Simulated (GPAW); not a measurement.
## ZrSi2P4 monolayer in an electric field

Wanted: the out-of-plane polarisability of ZrSi2P4 monolayer.

Method: GPAW, PAW setups; layer in a repeated cell with vacuum, relaxation of atoms and in-plane cell, in the first sound run; inputs show where later runs differ, in GPAW 26.7.0.

**1. Starting point**

The cell holds 7 atoms: 4 P, 2 Si and 1 Zr. Its edges and angles: a = 3.480 Å, b = 3.480 Å, c = 26.887 Å, α = 90.0°, β = 90.0°, γ = 120.0°. Vacuum lies along c.

Coordinates:

```cif
data_structure
_symmetry_space_group_name_H-M 'P 1'
_symmetry_Int_Tables_number 1
_cell_length_a 3.4800
_cell_length_b 3.4800
_cell_length_c 26.8875
_cell_angle_alpha 90.000
_cell_angle_beta 90.000
_cell_angle_gamma 120.000
_cell_volume 281.99
loop_
_atom_site_label
_atom_site_type_symbol
_atom_site_fract_x
_atom_site_fract_y
_atom_site_fract_z
_atom_site_occupancy
P1 P 0.00000 0.00000 0.33473 1
Si2 Si 0.33333 0.66667 0.35870 1
P3 P 0.33333 0.66667 0.43717 1
Zr4 Zr 0.00000 0.00000 0.50000 1
P5 P 0.33333 0.66667 0.56283 1
Si6 Si 0.33333 0.66667 0.64131 1
P7 P 0.00000 0.00000 0.66527 1
```

**2. Relaxation**

The atoms are relaxed first, since the surface dipole, and with it the work function, follows the positions of the outer layers.

run.py reads:

```python
import json
import numpy as np
from ase import Atoms
from ase.filters import FrechetCellFilter
from ase.optimize import BFGS
from gpaw import GPAW, PW

slab = Atoms(
    ['P', 'Si', 'P', 'Zr', 'P', 'Si', 'P'],
    positions=[
        [0.00000, 0.00000, 9.00000],
        [-0.00000, 2.00918, 9.64444],
        [-0.00000, 2.00918, 11.75444],
        [0.00000, 0.00000, 13.44376],
        [-0.00000, 2.00918, 15.13309],
        [-0.00000, 2.00918, 17.24309],
        [0.00000, 0.00000, 17.88753]],
    cell=[[3.48, 0.0, 0.0], [-1.74, 3.01377, 0.0], [0.0, 0.0, 26.8875]],
    pbc=[True, True, True])

slab.calc = GPAW(mode=PW(600), xc='PBE', kpts={'size': (9, 9, 1), 'gamma': True},
                 occupations={'name': 'fermi-dirac', 'width': 0.05}, nbands='200%',
                 convergence={'density': 1e-05}, maxiter=200,
                 symmetry={'tolerance': 1e-3}, txt='slab.txt')
result = {}
# The in-plane cell is free; stress needs a cell that repeats along all three vectors
path = []
opt = BFGS(FrechetCellFilter(slab, mask=[1, 1, 0, 0, 0, 1]), maxstep=0.2)
opt.attach(lambda: path.append((slab.get_potential_energy(), slab.positions.tolist(), slab.get_forces().tolist())))
result['relaxed'] = bool(opt.run(fmax=0.02, steps=45))
result['path'] = path
result['cell'] = slab.cell.tolist()
print('in-plane lattice', slab.cell.cellpar().round(4)[[0, 1, 5]])
energy = slab.get_potential_energy()
fermi = slab.calc.get_fermi_level()
v = slab.calc.get_electrostatic_potential().mean((0, 1)) - fermi
n = slab.calc.get_pseudo_density().mean((0, 1))
L = slab.cell[2, 2]
z = np.arange(len(v)) * L / len(v)
low, high = slab.positions[:, 2].min(), slab.positions[:, 2].max()
below, above = np.interp([low - 6.8, high + 6.8], z, v)
slopes = [np.interp(x, z, np.gradient(v, z)) for x in (low - 6.8, high + 6.8)]
eps = np.array([[slab.calc.get_eigenvalues(k, s) for k in range(len(slab.calc.get_ibz_k_points()))]
                for s in range(slab.calc.get_number_of_spins())]) - fermi
top, bottom = eps[eps < 0].max(), eps[eps > 0].min()
dipole = slab.get_dipole_moment()[2]
print(f'energy {energy:.4f} eV, Fermi level {fermi:.4f} eV, dipole {dipole:.5f} e A')
print(f'potential 6.8 A off the faces, from the Fermi level: lower {below:.4f} eV, upper {above:.4f} eV')
print(f'slope of the potential there: lower {slopes[0]:.5f}, upper {slopes[1]:.5f} eV/A')
print(f'nearest levels on the mesh: {top:.4f} and {bottom:.4f} eV')
print('magnetic moment', round(slab.get_magnetic_moment(), 3))
result.update(energy=energy, fermi=fermi, dipole=dipole, below=below, above=above, slopes=slopes, edges=[top, bottom],
              z=z.tolist(), v=v.tolist(), n=n.tolist(), positions=slab.positions.tolist(),
              forces=slab.get_forces(apply_constraint=False).tolist(), moments=slab.get_magnetic_moments().tolist())
json.dump(result, open('result.json', 'w'))
```

Started as:

```sh
> OMP_NUM_THREADS=1 OPENBLAS_NUM_THREADS=1 python run.py
```

What it wrote:

```text
Step          Energy          fmax
BFGS:    0      -40.082593        3.713953
BFGS:    1      -40.782409        3.137277
BFGS:    2      -42.010075        0.773470
BFGS:    3      -42.044481        0.694995
BFGS:    4      -42.162717        0.481964
BFGS:    5      -42.209122        0.356976
BFGS:    6      -42.220461        0.173488
BFGS:    7      -42.222077        0.065382
BFGS:    8      -42.222320        0.030616
BFGS:    9      -42.222362        0.009728
in-plane lattice [  3.6364   3.6364 120.    ]
energy -42.2171 eV, Fermi level -0.3478 eV, dipole 0.00053 e A
potential 6.8 A off the faces, from the Fermi level: lower 5.5826 eV, upper 5.5814 eV
slope of the potential there: lower 0.00035, upper 0.00027 eV/A
nearest levels on the mesh: -0.0230 and 0.0425 eV
magnetic moment 0.0
```

Elapsed: 6.8 min, on 1 thread of AMD EPYC 9B45 (Zen 5), shared host; peak memory 0.54 GiB.

Numbers from this step:

- dipole along the normal: 5.32e-4 e·Å
- levels nearest the Fermi level on the mesh: -0.02301, 0.04245 eV from the Fermi level

The electrostatic potential energy of an electron (without an applied field's), less the Fermi level, planar mean oscillates, so the rows of the table below give means over windows of 1.68 Å about each position, cut where the curve ends. Its maxima inside the range that stand out by 2 % of the span (Å: eV): 9.2: -10.7, 10.8: 2.26, 12.5: -4.60, 14.4: -4.60, 16.0: 2.26, 17.6: -10.7. Its minima: 8.7: -13.2, 9.6: -11.7, 11.9: -10.9, 13.4: -17.3, 15.0: -10.9, 17.3: -11.7, 18.1: -13.5.

The electrostatic potential energy of an electron (without an applied field's), less the Fermi level, planar mean by z; means over each step:

```
z (Å)  electrostatic potential energy of an electron (without an applied field's), less the Fermi level, planar mean (eV)
 0.84                                                                                                                5.58
 2.52                                                                                                                5.58
 4.20                                                                                                                5.58
 5.88                                                                                                                5.55
 7.56                                                                                                                2.04
 9.24                                                                                                               -10.9
10.92                                                                                                               -1.25
12.60                                                                                                               -9.40
14.28                                                                                                               -9.43
15.96                                                                                                               -1.24
17.64                                                                                                               -10.9
19.32                                                                                                                1.97
21.00                                                                                                                5.55
22.68                                                                                                                5.58
24.36                                                                                                                5.58
26.04                                                                                                                5.58
```

Table of pseudo valence density, planar mean by z:

```
z (Å)  pseudo valence density, planar mean (e/Å³)
    5                                      4.9e-5
    6                                      9.0e-4
    7                                      0.0164
    8                                       0.192
    9                                       0.378
   10                                       0.185
   11                                       0.166
   12                                       0.280
   13                                       0.540
   14                                       0.451
   15                                       0.260
   16                                       0.153
   17                                       0.197
   18                                       0.354
   19                                       0.158
   20                                      0.0116
   21                                      6.4e-4
   22                                      3.5e-5
```

The relaxation lowered the energy of the cell by 2.14 eV (energies extrapolated to zero smearing; the optimiser's log prints free energies). The largest force left on a free atom is 0.0097 eV/Å.

**3. The slab's potential**

The work function is the vacuum plateau of the electrostatic potential less the Fermi level; a dipole layer lets the two faces have plateaus of their own.

This step: GPAW, PAW setups; slab in vacuum (GPAW 26.7.0).

The cell differs from the one that the last finished run ended in (c 26.887 → 27.556 Å).

Changes to run.py since step 2:

```diff
@@ -3,4 +3,2 @@
 from ase import Atoms
-from ase.filters import FrechetCellFilter
-from ase.optimize import BFGS
 from gpaw import GPAW, PW
@@ -11,24 +9,17 @@
         [0.00000, 0.00000, 9.00000],
-        [-0.00000, 2.00918, 9.64444],
-        [-0.00000, 2.00918, 11.75444],
-        [0.00000, 0.00000, 13.44376],
-        [-0.00000, 2.00918, 15.13309],
-        [-0.00000, 2.00918, 17.24309],
-        [0.00000, 0.00000, 17.88753]],
-    cell=[[3.48, 0.0, 0.0], [-1.74, 3.01377, 0.0], [0.0, 0.0, 26.8875]],
-    pbc=[True, True, True])
+        [-0.00000, 2.09945, 9.97579],
+        [-0.00000, 2.09945, 12.22800],
+        [-0.00000, -0.00000, 13.77789],
+        [-0.00000, 2.09945, 15.32779],
+        [-0.00000, 2.09945, 17.57999],
+        [-0.00000, -0.00000, 18.55579]],
+    cell=[[3.63636, 0.0, 0.0], [-1.81818, 3.14918, 0.0], [0.0, 0.0, 27.5558]],
+    pbc=[True, True, False])
 
-slab.calc = GPAW(mode=PW(600), xc='PBE', kpts={'size': (9, 9, 1), 'gamma': True},
+slab.calc = GPAW(mode=PW(400), xc='PBE', kpts={'size': (9, 9, 1), 'gamma': True},
                  occupations={'name': 'fermi-dirac', 'width': 0.05}, nbands='200%',
                  convergence={'density': 1e-05}, maxiter=200,
+                 poissonsolver={'dipolelayer': 'xy'},
                  symmetry={'tolerance': 1e-3}, txt='slab.txt')
 result = {}
-# The in-plane cell is free; stress needs a cell that repeats along all three vectors
-path = []
-opt = BFGS(FrechetCellFilter(slab, mask=[1, 1, 0, 0, 0, 1]), maxstep=0.2)
-opt.attach(lambda: path.append((slab.get_potential_energy(), slab.positions.tolist(), slab.get_forces().tolist())))
-result['relaxed'] = bool(opt.run(fmax=0.02, steps=45))
-result['path'] = path
-result['cell'] = slab.cell.tolist()
-print('in-plane lattice', slab.cell.cellpar().round(4)[[0, 1, 5]])
 energy = slab.get_potential_energy()
```

What it wrote:

```text
energy -42.1456 eV, Fermi level -0.4750 eV, dipole -0.00026 e A
potential 6.8 A off the faces, from the Fermi level: lower 5.5803 eV, upper 5.5845 eV
slope of the potential there: lower 0.00004, upper -0.00004 eV/A
nearest levels on the mesh: -0.0236 and 0.0424 eV
magnetic moment 0.0
```

The job ended after 31 s (1 thread; peak memory 0.26 GiB).

This step gave:

* dipole along the normal: -2.63e-4 e·Å
* levels nearest the Fermi level on the mesh: -0.02363, 0.04244 eV from the Fermi level
* upper work function: 5.585 eV
* lower work function: 5.580 eV

The electrostatic potential energy of an electron (without an applied field's), less the Fermi level, planar mean oscillates, so the rows of the table below give means over windows of 1.72 Å about each position, cut where the curve ends. Its maxima inside the range that stand out by 2 % of the span (Å: eV): 9.6: -10.7, 11.2: 2.25, 12.9: -4.60, 14.6: -4.60, 16.4: 2.25, 18.0: -10.7. Its minima: 9.0: -13.5, 9.9: -11.7, 12.3: -10.9, 13.8: -17.3, 15.3: -10.9, 17.7: -11.7, 18.5: -13.5.

Electrostatic potential energy of an electron (without an applied field's), less the Fermi level, planar mean against z; means over each step:

z (Å), electrostatic potential energy of an electron (without an applied field's), less the Fermi level, planar mean (eV) and a bar from the least value:
```
     0.86        5.6 ##############################
     2.58        5.6 ##############################
     4.30        5.6 ##############################
     6.02        5.6 ##############################
     7.74        3.1 #########################
     9.46      -10.9 
    11.18       -1.2 ##################
    12.90       -9.3 ###
    14.62       -9.5 ###
    16.34       -1.3 #################
    18.06      -10.9 
    19.78        2.8 #########################
    21.50        5.6 ##############################
    23.22        5.6 ##############################
    24.94        5.6 ##############################
    26.66        5.6 ##############################
```

Table of pseudo valence density, planar mean by z:

```
z (Å)  pseudo valence density, planar mean (e/Å³)
    5                                      1.9e-5
    6                                      3.4e-4
    7                                     0.00640
    8                                      0.0988
    9                                       0.292
   10                                       0.240
   11                                       0.141
   12                                       0.249
   13                                       0.370
   14                                       0.785
   15                                       0.325
   16                                       0.202
   17                                       0.164
   18                                       0.375
   19                                       0.246
   20                                      0.0307
   21                                     0.00176
   22                                      9.4e-5
   23                                      5.3e-6
```

The potential is flat to 4.0e-5 eV/Å where it is read, so the vacuum is wide enough.

**4. In a field**

A uniform field along the normal polarises the slab; the atoms stay fixed, so this is the electronic response alone.

Changes to run.py since step 3:

```diff
@@ -4,2 +4,3 @@
 from gpaw import GPAW, PW
+from gpaw.external import ConstantElectricField
 
@@ -22,2 +23,3 @@
                  poissonsolver={'dipolelayer': 'xy'},
+                 external=ConstantElectricField(-0.2, [0, 0, 1]),
                  symmetry={'tolerance': 1e-3}, txt='slab.txt')
```

What it wrote:

```text
energy -42.1601 eV, Fermi level -0.4763 eV, dipole -0.14525 e A
potential 6.8 A off the faces, from the Fermi level: lower 4.4374 eV, upper 6.7326 eV
slope of the potential there: lower 0.00004, upper -0.00004 eV/A
nearest levels on the mesh: -0.0236 and 0.0424 eV
magnetic moment 0.0
```

Run time: 1.7 min. Hardware: 1 thread; peak memory 0.46 GiB.

Numbers from this step:

```
dipole along the normal                                         : -0.1453 e·Å
levels nearest the Fermi level on the mesh                      : -0.02358, 0.04242 eV from the Fermi level
potential below the slab, the applied field's own ramp left out : 4.437 eV from the Fermi level
potential above the slab, the applied field's own ramp left out : 6.733 eV from the Fermi level
```

The electrostatic potential energy of an electron (without an applied field's), less the Fermi level, planar mean oscillates, so the rows of the table below give means over windows of 1.72 Å about each position, cut where the curve ends. Its maxima inside the range that stand out by 2 % of the span (Å: eV): 9.6: -11.5, 11.2: 1.75, 12.9: -4.77, 14.6: -4.44, 16.4: 2.75, 18.0: -9.91, 23.9: 6.73. Its minima: 9.0: -14.4, 9.9: -12.4, 12.3: -11.2, 13.8: -17.3, 15.3: -10.6, 17.7: -11.0, 18.5: -12.6.

The electrostatic potential energy of an electron (without an applied field's), less the Fermi level, planar mean by z; means over each step:

z (Å), electrostatic potential energy of an electron (without an applied field's), less the Fermi level, planar mean (eV) and a bar from the least value:
```
     0.86        4.6 ##########################
     2.58        4.4 ##########################
     4.30        4.4 ##########################
     6.02        4.4 ##########################
     7.74        2.0 ######################
     9.46      -11.7 
    11.18       -1.7 ################
    12.90       -9.5 ####
    14.62       -9.3 ####
    16.34       -0.8 ##################
    18.06      -10.1 ###
    19.78        3.9 #########################
    21.50        6.7 ##############################
    23.22        6.7 ##############################
    24.94        6.7 ##############################
    26.66        6.7 ##############################
```

The dipole is now -0.145 e Å, against -2.6e-4 in the run without a field.

**5. In a field**

Changes to run.py since step 4:

```diff
@@ -23,3 +23,3 @@
                  poissonsolver={'dipolelayer': 'xy'},
-                 external=ConstantElectricField(-0.2, [0, 0, 1]),
+                 external=ConstantElectricField(-0.1, [0, 0, 1]),
                  symmetry={'tolerance': 1e-3}, txt='slab.txt')
```

What it wrote:

```text
energy -42.1493 eV, Fermi level -0.4753 eV, dipole -0.07264 e A
potential 6.8 A off the faces, from the Fermi level: lower 5.0090 eV, upper 6.1569 eV
slope of the potential there: lower 0.00004, upper -0.00004 eV/A
nearest levels on the mesh: -0.0236 and 0.0424 eV
magnetic moment 0.0
```

Elapsed: 2.1 min, on 1 thread; peak memory 0.46 GiB.

Numbers from this step:

```
dipole along the normal                                         : -0.07264 e·Å
levels nearest the Fermi level on the mesh                      : -0.02363, 0.04244 eV from the Fermi level
potential below the slab, the applied field's own ramp left out : 5.009 eV from the Fermi level
potential above the slab, the applied field's own ramp left out : 6.157 eV from the Fermi level
```

The electrostatic potential energy of an electron (without an applied field's), less the Fermi level, planar mean oscillates, so the rows of the table below give means over windows of 1.72 Å about each position, cut where the curve ends. Its maxima inside the range that stand out by 2 % of the span (Å: eV): 9.6: -11.1, 11.2: 2.00, 12.9: -4.68, 14.6: -4.52, 16.4: 2.50, 18.0: -10.3. Its minima: 9.0: -13.9, 9.9: -12.1, 12.3: -11.0, 13.8: -17.3, 15.3: -10.7, 17.7: -11.3, 18.5: -13.0.

Table of electrostatic potential energy of an electron (without an applied field's), less the Fermi level, planar mean by z; means over each step:

```
z (Å)  electrostatic potential energy of an electron (without an applied field's), less the Fermi level, planar mean (eV)
 0.86                                                                                                                5.07
 2.58                                                                                                                5.01
 4.30                                                                                                                5.01
 6.02                                                                                                                4.99
 7.74                                                                                                                2.54
 9.46                                                                                                               -11.3
11.18                                                                                                               -1.48
12.90                                                                                                               -9.40
14.62                                                                                                               -9.40
16.34                                                                                                               -1.04
18.06                                                                                                               -10.5
19.78                                                                                                                3.38
21.50                                                                                                                6.14
23.22                                                                                                                6.16
24.94                                                                                                                6.16
26.66                                                                                                                6.12
```

The dipole is now -0.0726 e Å, against -2.6e-4 in the run without a field.

[end of part 1 of 2]

[Logs are printed without paths, hosts, clocks, repeated set-up lines and the standing remarks that a program may print on its own settings, such as how far it seeks lower states.]

[Hosts, paths, dates, database ids (printed as entryN), source tags and the programs' standing remarks are cut or masked in the printed files.]
